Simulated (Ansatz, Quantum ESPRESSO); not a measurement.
# Conductance against width: vacuum gaps between two Li(100) faces, part 4 of 5

Wanted: T at the Fermi level along a series, and its decay constant, for vacuum gaps between two Li(100) faces.

Quantum ESPRESSO 7.5; plane-wave DFT, PBE, GBRV ultrasoft pseudopotentials; cross-check by Ansatz 0.2.0 with PAW datasets.

So far. Step 6 (Transmission with pwcond.x, 6 Å): T goes from 0.238 to 0.0775, a factor of 3.1. Step 7 (The same in Ansatz, 6 Å): Ansatz finds T = 0.0775 against pwcond's 0.0775.

## (8) Ground state, 7 Å

Level of this step: plane-wave DFT, PBE, GBRV ultrasoft pseudopotentials (Quantum ESPRESSO 7.5).

j2.scf.in reads:

```
&control
  prefix = 'j2.scf'
  outdir = './out'
  pseudo_dir = './pseudo'
  calculation = 'scf'
  tprnfor = .true.
/
&system
  ibrav = 0
  nat = 16
  ntyp = 1
  ecutwfc = 40
  ecutrho = 200
  occupations = 'smearing'
  smearing = 'mv'
  degauss = 0.01
/
&electrons
  conv_thr = 1e-07
  mixing_beta = 0.25
  electron_maxstep = 120
  mixing_mode = 'local-TF'
/
ATOMIC_SPECIES
  Li  6.9400  li_pbe_v1.4.uspp.F.UPF
CELL_PARAMETERS angstrom
  3.44000000000000 0.00000000000000 0.00000000000000
  0.00000000000000 3.44000000000000 0.00000000000000
  0.00000000000000 0.00000000000000 32.80000000000000
ATOMIC_POSITIONS crystal
  Li  0.000000000000 0.000000000000 0.000000000000
  Li  0.500000000000 0.500000000000 0.052439024390
  Li  0.000000000000 0.000000000000 0.104878048780
  Li  0.500000000000 0.500000000000 0.157317073171
  Li  0.000000000000 0.000000000000 0.209756097561
  Li  0.500000000000 0.500000000000 0.262195121951
  Li  0.000000000000 0.000000000000 0.314634146341
  Li  0.500000000000 0.500000000000 0.367073170732
  Li  0.000000000000 0.000000000000 0.580487804878
  Li  0.500000000000 0.500000000000 0.632926829268
  Li  0.000000000000 0.000000000000 0.685365853659
  Li  0.500000000000 0.500000000000 0.737804878049
  Li  0.000000000000 0.000000000000 0.790243902439
  Li  0.500000000000 0.500000000000 0.842682926829
  Li  0.000000000000 0.000000000000 0.895121951220
  Li  0.500000000000 0.500000000000 0.947560975610
K_POINTS automatic
  7 7 1 0 0 0
```

Started as:

```bash
$ OMP_NUM_THREADS=1 mpirun -n 4 pw.x -nk 2 -in j2.scf.in > j2.scf.out
```

Numbers of over 12 decimals in the logs are rounded to 6 here.

The program printed:

```text
[banner, memory and clock lines left out]
Program PWSCF v.7.5 starts
[...]
Message from routine setup:
[...]
number of electrons       =        48.00
     number of Kohn-Sham states=           29
     kinetic-energy cutoff     =      40.0000  Ry
     charge density cutoff     =     200.0000  Ry
[...]
number of k points=    10  Marzari-Vanderbilt smearing, width (Ry)=  0.0100
[...]
Dense  grid:   125287 G-vectors     FFT dimensions: (  30,  30, 288)
[...]
Starting wfcs are   80 randomized atomic wfcs
[...]
estimated scf accuracy    <       3.11633337 Ry
[...]
estimated scf accuracy    <       2.09205976 Ry
[...]
estimated scf accuracy    <       0.14153745 Ry
[...]
estimated scf accuracy    <       0.07622701 Ry
[...]
estimated scf accuracy    <       0.00859548 Ry
[...]
estimated scf accuracy    <       0.10324170 Ry
[...]
estimated scf accuracy    <       0.08501844 Ry
[...]
estimated scf accuracy    <       0.05481136 Ry
[...]
estimated scf accuracy    <       0.03770318 Ry
[...]
estimated scf accuracy    <       0.00915022 Ry
[...]
estimated scf accuracy    <       0.00263378 Ry
[...]
estimated scf accuracy    <       0.00044487 Ry
[...]
estimated scf accuracy    <       0.00036025 Ry
[...]
estimated scf accuracy    <       0.00080891 Ry
[...]
estimated scf accuracy    <       0.00032912 Ry
[...]
estimated scf accuracy    <       0.00007951 Ry
[...]
estimated scf accuracy    <       0.00000139 Ry
[...]
estimated scf accuracy    <       0.00000306 Ry
[...]
estimated scf accuracy    <       0.00000190 Ry
[...]
estimated scf accuracy    <       0.00000084 Ry
[...]
estimated scf accuracy    <       0.00000011 Ry
[...]
the Fermi energy is     0.3661 ev
!    total energy              =    -231.49526677 Ry
     estimated scf accuracy    <       0.00000009 Ry
     smearing contrib. (-TS)   =       0.00031688 Ry
     internal energy E=F+TS    =    -231.49558364 Ry
[...]
one-electron contribution =    -341.17411326 Ry
     hartree contribution      =     150.31702131 Ry
     xc contribution           =     -53.93828872 Ry
     ewald contribution        =      13.29979703 Ry
     convergence has been achieved in  22 iterations
[...]
Total force =     0.006721     Total SCF correction =     0.000401
[...]
```

It took 71 s on 4 MPI ranks of Arm Neoverse N1, shared host; peak memory 0.5 GiB.

Read from the output:

* free energy: -3149.6536 eV
* Fermi energy: 0.3661 eV

## (9) Transmission with pwcond.x, 7 Å

j2.cond.in reads:

```
&inputcond
  outdir = './out'
  prefixt = 'j2.scf'
  tran_file = 'j2.cond.dat'
  bdl = 2.0000000000
  bds = 9.5348837209
  ikind = 1
  ewind = 4.0
  epsproj = 1e-05
  nz1 = 7
  energy0 = 0.4
  denergy = -0.4
/
15
  0.00000000 0.00000000 0.01562500
  0.00000000 0.12500000 0.06250000
  0.00000000 0.25000000 0.06250000
  0.00000000 0.37500000 0.06250000
  0.00000000 0.50000000 0.03125000
  0.12500000 0.12500000 0.06250000
  0.12500000 0.25000000 0.12500000
  0.12500000 0.37500000 0.12500000
  0.12500000 0.50000000 0.06250000
  0.25000000 0.25000000 0.06250000
  0.25000000 0.37500000 0.12500000
  0.25000000 0.50000000 0.06250000
  0.37500000 0.37500000 0.06250000
  0.37500000 0.50000000 0.06250000
  0.50000000 0.50000000 0.01562500
3
```

Started as:

```bash
$ OMP_NUM_THREADS=1 mpirun -n 4 pwcond.x -in j2.cond.in > j2.cond.out
```

The program printed:

```text
[banner, memory and clock lines left out]
Program PWCOND v.7.5 starts
[citation notice left out]

[...]
./out/j2.scf.save/

     IMPORTANT: XC functional enforced from input :
     Exchange-correlation= PBE
                           (   1   4   3   4   0   0   0)
     Any further DFT definition will be discarded
     Please, verify this is what you really want

     Reading collected, re-writing distributed wavefunctions

===== INPUT FILE containing all the regions =====

     GEOMETRY:

     lattice parameter (alat)  =       6.5007  a.u.
[...]
Nchannels of the left tip =            0
 Right moving states:
   k1(2pi/a)   k2(2pi/a)   E-Ef (eV)
 Left moving states:
   k1(2pi/a)   k2(2pi/a)   E-Ef (eV)

 to transmit
          E-Ef(ev), T =    0.0000000   0.0000000
---  E-Ef =   -0.4000000  k =    0.5000000   0.5000000
---  ie =          3  ik =         15
 Nchannels of the left tip =            0
 Right moving states:
   k1(2pi/a)   k2(2pi/a)   E-Ef (eV)
 Left moving states:
   k1(2pi/a)   k2(2pi/a)   E-Ef (eV)

 to transmit
          E-Ef(ev), T =   -0.4000000   0.0000000
   T_tot     0.40000      0.69495E-01
   T_tot     0.00000      0.35087E-01
   T_tot    -0.40000      0.16414E-01

[...]
```

Wall time 53 s (4 MPI ranks); peak memory 0.24 GiB; 3.5 min of CPU time.

Numbers from this step:

```
transmission at the Fermi level, one spin : 0.01754
conductance                               : 0.01754 G₀
```

Per spin; mean over the k mesh across the current. Transmission, zone mean against energy, zero at the Fermi level:

```
energy (eV)  transmission, zone mean
     -0.400                  0.00821
      0.000                   0.0175
      0.400                   0.0347
```

At 0.000 eV; k in fractions of b1, b2. Transmission by k point:

```
   k1     k2   weight         t  channels
    0      0  0.01562    0.1289         1
    0  0.125   0.0625   0.09336         1
    0   0.25   0.0625     0.031         1
    0  0.375   0.0625  0.004542         1
    0    0.5  0.03125   3.05e-4         2
0.125  0.125   0.0625   0.06553         1
0.125   0.25    0.125   0.02021         1
0.125  0.375    0.125  0.002774         1
0.125    0.5   0.0625   2.22e-4         2
 0.25   0.25   0.0625  0.006101         1
 0.25  0.375    0.125   7.12e-4         1
 0.25    0.5   0.0625   5.37e-5         2
0.375  0.375   0.0625   1.03e-4         1
0.375    0.5   0.0625   4.10e-6         2
  0.5    0.5  0.01562         0         0
```

T goes from 0.0775 to 0.0175, a factor of 4.4.

## (10) The same in Ansatz, 7 Å

Level of this step: plane-wave DFT, PBE, Ansatz PAW (Ansatz 0.2.0).

input.yaml reads:

```yaml
crystal:
  lattice:
    - [3.44, 0.0, 0.0]
    - [0.0, 3.44, 0.0]
    - [0.0, 0.0, 32.8]
  atoms:
    - { symbol: Li, position: [0.0, 0.0, 0.0] }
    - { symbol: Li, position: [0.5, 0.5, 0.0524390244] }
    - { symbol: Li, position: [0.0, 0.0, 0.1048780488] }
    - { symbol: Li, position: [0.5, 0.5, 0.1573170732] }
    - { symbol: Li, position: [0.0, 0.0, 0.2097560976] }
    - { symbol: Li, position: [0.5, 0.5, 0.262195122] }
    - { symbol: Li, position: [0.0, 0.0, 0.3146341463] }
    - { symbol: Li, position: [0.5, 0.5, 0.3670731707] }
    - { symbol: Li, position: [0.0, 0.0, 0.5804878049] }
    - { symbol: Li, position: [0.5, 0.5, 0.6329268293] }
    - { symbol: Li, position: [0.0, 0.0, 0.6853658537] }
    - { symbol: Li, position: [0.5, 0.5, 0.737804878] }
    - { symbol: Li, position: [0.0, 0.0, 0.7902439024] }
    - { symbol: Li, position: [0.5, 0.5, 0.8426829268] }
    - { symbol: Li, position: [0.0, 0.0, 0.8951219512] }
    - { symbol: Li, position: [0.5, 0.5, 0.9475609756] }
kpoints:
  mp_grid: { grid: [7, 7, 1] }
hamiltonian:
  xc: pbe
scf:
  occupations: { method: fermi_dirac, width: 0.1 }
  convergence: { dr2_threshold: 1.0e-08 }
output:
  transmission: { leads: [[0, 2]], e_range: [-0.4, 0.4], de: 0.4, kmesh: [8, 8] }
  write_potential: true
  write_density: true
  volumetric_format: npy
```

Started as:

```bash
$ ansatz run input.yaml --threads 4 --pin off --max-ram 8192MiB --backend cpu --events-out ev --progress --plain --runs-dir out
```

The program printed:

```text
[...]
Crystal: 16 atoms, lattice volume = 388.142 Å³
Basis set: ecut = 420 eV, 7577 PW (Γ)
Bands: 40, of which v1, the nominal top of the filled ones, is band 24 counted from 1 (23 counted from 0)
Symmetry: 16 space group operations
[...]
k-points: 10 of 49
[...]
k-point 9: bands = [... 20 lower, 0.8546, 0.9784, 1.0724, 1.1808, 1.4659, 1.4681, 1.8496, 1.9091, ... 12 higher]
--- Transmission ---
  basis      : 101 plane waves across, 42 finite elements along
  points     : 15, standing for a mesh of 8 x 8
[...]
channels       : 1.203125e0 a spin
[...]
slowest decay  : 0.2568 /Å at (0.5000, 0.5000)
  junction   : crystal 0 to crystal 0, -0.16 to 29.20 Å
    transmission   : 1.738566e-2 a spin
[...]
[key lines of the parts left out:]
SCF converged after 7 iterations
Free energy (F): -3274.355291 eV
Fermi energy:    0.439208 eV
```

It took 28 s on 4 threads; peak memory 0.78 GiB.

Numbers from this step:

| Quantity | Value |
| --- | --- |
| free energy | -3274.3553 eV |
| energy at zero smearing | -3274.2102 eV |
| smearing term TS | 0.2902 eV |
| Fermi energy | 0.4392 eV |
| transmission at the Fermi level, one spin | 0.01739 |
| step of the lead's Hamiltonian over a period | 12.1 meV |

Per spin; mean over the k mesh across the current. The transmission, zone mean by energy, zero at the Fermi level:

```
energy (eV)  transmission, zone mean
     -0.400                  0.00814
      0.000                   0.0174
      0.400                   0.0344
```

Ansatz finds T = 0.0174 against pwcond's 0.0175.

## (11) SCF with pw.x, 8 Å

Level of this step: plane-wave DFT, PBE, GBRV ultrasoft pseudopotentials (Quantum ESPRESSO 7.5).

j3.scf.in reads:

```
&control
  prefix = 'j3.scf'
  outdir = './out'
  pseudo_dir = './pseudo'
  calculation = 'scf'
  tprnfor = .true.
/
&system
  ibrav = 0
  nat = 16
  ntyp = 1
  ecutwfc = 40
  ecutrho = 200
  occupations = 'smearing'
  smearing = 'mv'
  degauss = 0.01
/
&electrons
  conv_thr = 1e-07
  mixing_beta = 0.25
  electron_maxstep = 120
  mixing_mode = 'local-TF'
/
ATOMIC_SPECIES
  Li  6.9400  li_pbe_v1.4.uspp.F.UPF
CELL_PARAMETERS angstrom
  3.44000000000000 0.00000000000000 0.00000000000000
  0.00000000000000 3.44000000000000 0.00000000000000
  0.00000000000000 0.00000000000000 33.80000000000000
ATOMIC_POSITIONS crystal
  Li  0.000000000000 0.000000000000 0.000000000000
  Li  0.500000000000 0.500000000000 0.050887573964
  Li  0.000000000000 0.000000000000 0.101775147929
  Li  0.500000000000 0.500000000000 0.152662721893
  Li  0.000000000000 0.000000000000 0.203550295858
  Li  0.500000000000 0.500000000000 0.254437869822
  Li  0.000000000000 0.000000000000 0.305325443787
  Li  0.500000000000 0.500000000000 0.356213017751
  Li  0.000000000000 0.000000000000 0.592899408284
  Li  0.500000000000 0.500000000000 0.643786982249
  Li  0.000000000000 0.000000000000 0.694674556213
  Li  0.500000000000 0.500000000000 0.745562130178
  Li  0.000000000000 0.000000000000 0.796449704142
  Li  0.500000000000 0.500000000000 0.847337278107
  Li  0.000000000000 0.000000000000 0.898224852071
  Li  0.500000000000 0.500000000000 0.949112426036
K_POINTS automatic
  7 7 1 0 0 0
```

Started as:

```bash
$ OMP_NUM_THREADS=1 mpirun -n 4 pw.x -nk 2 -in j3.scf.in > j3.scf.out
```

The program printed:

```text
[banner, memory and clock lines left out]
Program PWSCF v.7.5 starts
[...]
Message from routine setup:
[...]
number of electrons       =        48.00
     number of Kohn-Sham states=           29
     kinetic-energy cutoff     =      40.0000  Ry
     charge density cutoff     =     200.0000  Ry
[...]
number of k points=    10  Marzari-Vanderbilt smearing, width (Ry)=  0.0100
[...]
Dense  grid:   129079 G-vectors     FFT dimensions: (  30,  30, 288)
[...]
Starting wfcs are   80 randomized atomic wfcs
[...]
estimated scf accuracy    <       3.11884680 Ry
[...]
estimated scf accuracy    <       2.09490651 Ry
[...]
estimated scf accuracy    <       0.13930947 Ry
[...]
estimated scf accuracy    <       0.07695902 Ry
[...]
estimated scf accuracy    <       0.00938605 Ry
[...]
estimated scf accuracy    <       0.11079945 Ry
[...]
estimated scf accuracy    <       0.09297997 Ry
[...]
estimated scf accuracy    <       0.06275963 Ry
[...]
estimated scf accuracy    <       0.03608034 Ry
[...]
estimated scf accuracy    <       0.00810382 Ry
[...]
estimated scf accuracy    <       0.00301829 Ry
[...]
estimated scf accuracy    <       0.00063854 Ry
[...]
estimated scf accuracy    <       0.00048266 Ry
[...]
estimated scf accuracy    <       0.00041984 Ry
[...]
estimated scf accuracy    <       0.00026346 Ry
[...]
estimated scf accuracy    <       0.00005043 Ry
[...]
estimated scf accuracy    <       0.00000294 Ry
[...]
estimated scf accuracy    <       0.00001093 Ry
[...]
estimated scf accuracy    <       0.00000473 Ry
[...]
estimated scf accuracy    <       0.00001065 Ry
[...]
estimated scf accuracy    <       0.00000179 Ry
[...]
estimated scf accuracy    <       0.00000141 Ry
[...]
estimated scf accuracy    <       0.00000097 Ry
[...]
estimated scf accuracy    <       0.00000041 Ry
[...]
the Fermi energy is     0.2666 ev
!    total energy              =    -231.49516901 Ry
     estimated scf accuracy    <       0.00000005 Ry
     smearing contrib. (-TS)   =       0.00025557 Ry
     internal energy E=F+TS    =    -231.49542459 Ry
[...]
one-electron contribution =    -409.77520044 Ry
     hartree contribution      =     184.44284189 Ry
     xc contribution           =     -53.93851628 Ry
     ewald contribution        =      47.77545024 Ry
     convergence has been achieved in  25 iterations
[...]
Total force =     0.006548     Total SCF correction =     0.000318
[...]
```

Elapsed: 85 s, on 4 MPI ranks; peak memory 0.51 GiB.

This step gave:

| Item | Value |
| --- | --- |
| free energy | -3149.6522 eV |
| Fermi energy | 0.2666 eV |

## (12) The open system, 8 Å

j3.cond.in, as its differences from the input of step 9:

```diff
@@ -2,6 +2,6 @@
   outdir = './out'
-  prefixt = 'j2.scf'
-  tran_file = 'j2.cond.dat'
+  prefixt = 'j3.scf'
+  tran_file = 'j3.cond.dat'
   bdl = 2.0000000000
-  bds = 9.5348837209
+  bds = 9.8255813953
   ikind = 1
```

Started as:

```bash
$ OMP_NUM_THREADS=1 mpirun -n 4 pwcond.x -in j3.cond.in > j3.cond.out
```

The program printed:

```text
[banner, memory and clock lines left out]
Program PWCOND v.7.5 starts
[citation notice left out]

[...]
./out/j3.scf.save/

     IMPORTANT: XC functional enforced from input :
     Exchange-correlation= PBE
                           (   1   4   3   4   0   0   0)
     Any further DFT definition will be discarded
     Please, verify this is what you really want

     Reading collected, re-writing distributed wavefunctions

===== INPUT FILE containing all the regions =====

     GEOMETRY:

     lattice parameter (alat)  =       6.5007  a.u.
[...]
Nchannels of the left tip =            0
 Right moving states:
   k1(2pi/a)   k2(2pi/a)   E-Ef (eV)
 Left moving states:
   k1(2pi/a)   k2(2pi/a)   E-Ef (eV)

 to transmit
          E-Ef(ev), T =    0.0000000   0.0000000
---  E-Ef =   -0.4000000  k =    0.5000000   0.5000000
---  ie =          3  ik =         15
 Nchannels of the left tip =            0
 Right moving states:
   k1(2pi/a)   k2(2pi/a)   E-Ef (eV)
 Left moving states:
   k1(2pi/a)   k2(2pi/a)   E-Ef (eV)

 to transmit
          E-Ef(ev), T =   -0.4000000   0.0000000
   T_tot     0.40000      0.16898E-01
   T_tot     0.00000      0.74537E-02
   T_tot    -0.40000      0.30398E-02

[...]
```

It took 58 s on 4 MPI ranks; peak memory 0.24 GiB.

Read from the output:

- transmission at the Fermi level, one spin: 0.003727
- conductance: 0.003727 G₀

Per spin; mean over the k mesh across the current. Transmission, zone mean against energy, zero at the Fermi level:

```
energy (eV)  transmission, zone mean
     -0.400                  0.00152
      0.000                  0.00373
      0.400                  0.00845
```

T goes from 0.0175 to 0.00373, a factor of 4.7.

## (13) The same in Ansatz, 8 Å

Level of this step: plane-wave DFT, PBE, Ansatz PAW (Ansatz 0.2.0).

input.yaml, the sections that differ from step 10:

```yaml
crystal:
  lattice:
    - [3.44, 0.0, 0.0]
    - [0.0, 3.44, 0.0]
    - [0.0, 0.0, 33.8]
  atoms:
    - { symbol: Li, position: [0.0, 0.0, 0.0] }
    - { symbol: Li, position: [0.5, 0.5, 0.050887574] }
    - { symbol: Li, position: [0.0, 0.0, 0.1017751479] }
    - { symbol: Li, position: [0.5, 0.5, 0.1526627219] }
    - { symbol: Li, position: [0.0, 0.0, 0.2035502959] }
    - { symbol: Li, position: [0.5, 0.5, 0.2544378698] }
    - { symbol: Li, position: [0.0, 0.0, 0.3053254438] }
    - { symbol: Li, position: [0.5, 0.5, 0.3562130178] }
    - { symbol: Li, position: [0.0, 0.0, 0.5928994083] }
    - { symbol: Li, position: [0.5, 0.5, 0.6437869822] }
    - { symbol: Li, position: [0.0, 0.0, 0.6946745562] }
    - { symbol: Li, position: [0.5, 0.5, 0.7455621302] }
    - { symbol: Li, position: [0.0, 0.0, 0.7964497041] }
    - { symbol: Li, position: [0.5, 0.5, 0.8473372781] }
    - { symbol: Li, position: [0.0, 0.0, 0.8982248521] }
    - { symbol: Li, position: [0.5, 0.5, 0.949112426] }
# kpoints, hamiltonian, scf, output: as in step 10
```

Started as:

```bash
$ ansatz run input.yaml --threads 4 --pin off --max-ram 8192MiB --backend cpu --events-out ev --progress --plain --runs-dir out
```

The program printed:

```text
[...]
Crystal: 16 atoms, lattice volume = 399.976 Å³
Basis set: ecut = 420 eV, 7805 PW (Γ)
Bands: 40, of which v1, the nominal top of the filled ones, is band 24 counted from 1 (23 counted from 0)
Symmetry: 16 space group operations
[...]
k-points: 10 of 49
[...]
k-point 9: bands = [... 20 lower, 0.7539, 0.8776, 0.9721, 1.0801, 1.3641, 1.3671, 1.7491, 1.8096, ... 12 higher]
--- Transmission ---
  basis      : 101 plane waves across, 43 finite elements along
  points     : 15, standing for a mesh of 8 x 8
[...]
channels       : 1.203125e0 a spin
[...]
slowest decay  : 0.2571 /Å at (0.5000, 0.5000)
  junction   : crystal 0 to crystal 0, -0.16 to 30.20 Å
    transmission   : 3.689022e-3 a spin
[...]
[key lines of the parts left out:]
SCF converged after 7 iterations
Free energy (F): -3274.353953 eV
Fermi energy:    0.337926 eV
```

The job ended after 28 s (4 threads; peak memory 0.8 GiB; 94 s of CPU time).

This step gave:

```
free energy                               : -3274.3540 eV
energy at zero smearing                   : -3274.2091 eV
smearing term TS                          : 0.2896 eV
Fermi energy                              : 0.3379 eV
transmission at the Fermi level, one spin : 0.003689
```

Per spin; mean over the k mesh across the current. Transmission, zone mean against energy, zero at the Fermi level:

```
energy (eV)  transmission, zone mean
     -0.400                  0.00151
      0.000                  0.00369
      0.400                  0.00837
```

Ansatz finds T = 0.00369 against pwcond's 0.00373.

[end of part 4 of 5]

[Logs are printed without paths, hosts, clocks, repeated set-up lines and the standing remarks that a program may print on its own settings, such as how far it seeks lower states.]

[Hosts, paths, dates, database ids (printed as entryN), source tags and the programs' standing remarks are cut or masked in the printed files.]

[Maps of the electrostatic potential energy from Ansatz leave out the sawtooth potential of an applied field or a dipole correction, so their vacuum need not be flat; planar profiles and work functions include it.]
